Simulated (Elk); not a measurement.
# MnHg: energy over the lowest against total spin moment, fitted and tested on a withheld row

System: MnHg, 1 Mn and 1 Hg in the cell, space group Pm-3m. Cell as run: a = 3.315, b = 3.315, c = 3.315 Å, angles 90.0, 90.0, 90.0°, 2 atoms. From the study “MnHg: energy against a fixed spin moment”.

Method: PBEsol; all-electron APW+lo (Elk 11.2.3 (patched build)). Settings shared by all rows: 8×8×8 k-mesh, RK_max 7, smearing width 0.0816342 eV. 4 of 9 held runs did not converge (1.983, 1.322, 0.661, 0 μB), so the curve is unknown there and other minima can't be ruled out.

Computed values, one withheld:

| total spin moment (μB a cell) | energy over the lowest (meV a cell) |
| --- | --- |
| 2.643 | 385.4 |
| 3.3039 | 105.9 |
| 3.9163 | 0.0 |
| 3.9649 | 1.1 |
| 4.6259 | ? |
| 5.2869 | 932.1 |

Q: What energy over the lowest should the row at total spin moment = 4.6259 μB a cell hold? Fit a suitable law to the other rows.

**Law.** Time reversal makes the energy at fixed moment even in the moment, so it is expanded as a Landau series in M². In symbols, E = c0 + c2 M² + c4 M⁴ + c6 M⁶, with energy over the lowest in meV a cell.

**Fit.** Least squares on 5 rows gives c0 = 1306.8, c2 = -170.436, c4 = 5.4824 and c6 = 0.0048533.

| total spin moment (μB a cell) | computed | fit | computed − fit |
| --- | --- | --- | --- |
| 2.643 | 385.4 | 385.40 | 0.00 |
| 3.3039 | 105.9 | 105.92 | -0.02 |
| 3.9163 | 0.0 | -0.08 | 0.08 |
| 3.9649 | 1.1 | 1.20 | -0.10 |
| 5.2869 | 932.1 | 932.14 | -0.04 |

The fit has a minimum at M = 3.9 μB a cell. 

**Prediction.** At total spin moment = 4.6259 μB a cell the law predicts 217.68 meV a cell. The computed value is 247.9 meV a cell, 30.22 above the prediction (13.9 % of it). The row lies between fitted rows, so this is an interpolation.

So the prediction fails: the law follows the fitted rows but not this one.

[Hosts, paths, dates, database ids (printed as entryN), source tags and the programs' standing remarks are cut or masked in the printed files.]

[Where a cell is said to come from a database of computed structures, the database is the Materials Project.]
